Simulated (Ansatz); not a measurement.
The crystal is NaCl (Halite).

```xyz
2
Lattice="0.0000 2.8201 2.8201 2.8201 0.0000 2.8201 2.8201 2.8201 0.0000" Properties=species:S:1:pos:R:3 pbc="T T T"
Na    0.0000    0.0000    0.0000
Cl    2.8201    2.8201    2.8201
```

The cell and positions come from the Crystallography Open Database and are kept as given unless a step says otherwise. PAW set soft_2, made with PBE.

Gaps computed with Ansatz 0.2.0 without a self-energy: PBE 5.11 eV, HSE06 6.48 eV, PBE0 7.21 eV and DDH-PBE0 8.49 eV. The mean ε∞ by PBE perturbation theory is 2.50.

Question: Estimate the G0W0@PBE gap with 6×6×6 mesh, 288 empty bands, screening to 200 eV, default PAW files.

About 7.95 eV: on its mesh the run moves the gap from 5.11 eV by +2.84 eV. Among the scalar-relativistic levels given, DDH-PBE0 is nearest (+0.54 eV). One-shot corrections scale roughly with one over ε∞, here 0.40. Bands and cutoff are finite, so the gap is not at the basis limit. The miss can reach some tenths of an eV and take either sign; the mesh is an error of its own.

[Paths, hosts, dates, memory and timing lines, banners, echoed tables and standing remarks are left out of the program output.]

[Logs are printed without paths, hosts, clocks, repeated set-up lines and the standing remarks that a program may print on its own settings, such as how far it seeks lower states.]

[Runs of the session that timed out or met a known fault of the program may be left out.]

[Cells called generated may have been cut or substituted from an entry of the Crystallography Open Database or the Materials Project.]

[Hosts, paths, dates, database ids (printed as entryN), source tags and the programs' standing remarks are cut or masked in the printed files.]
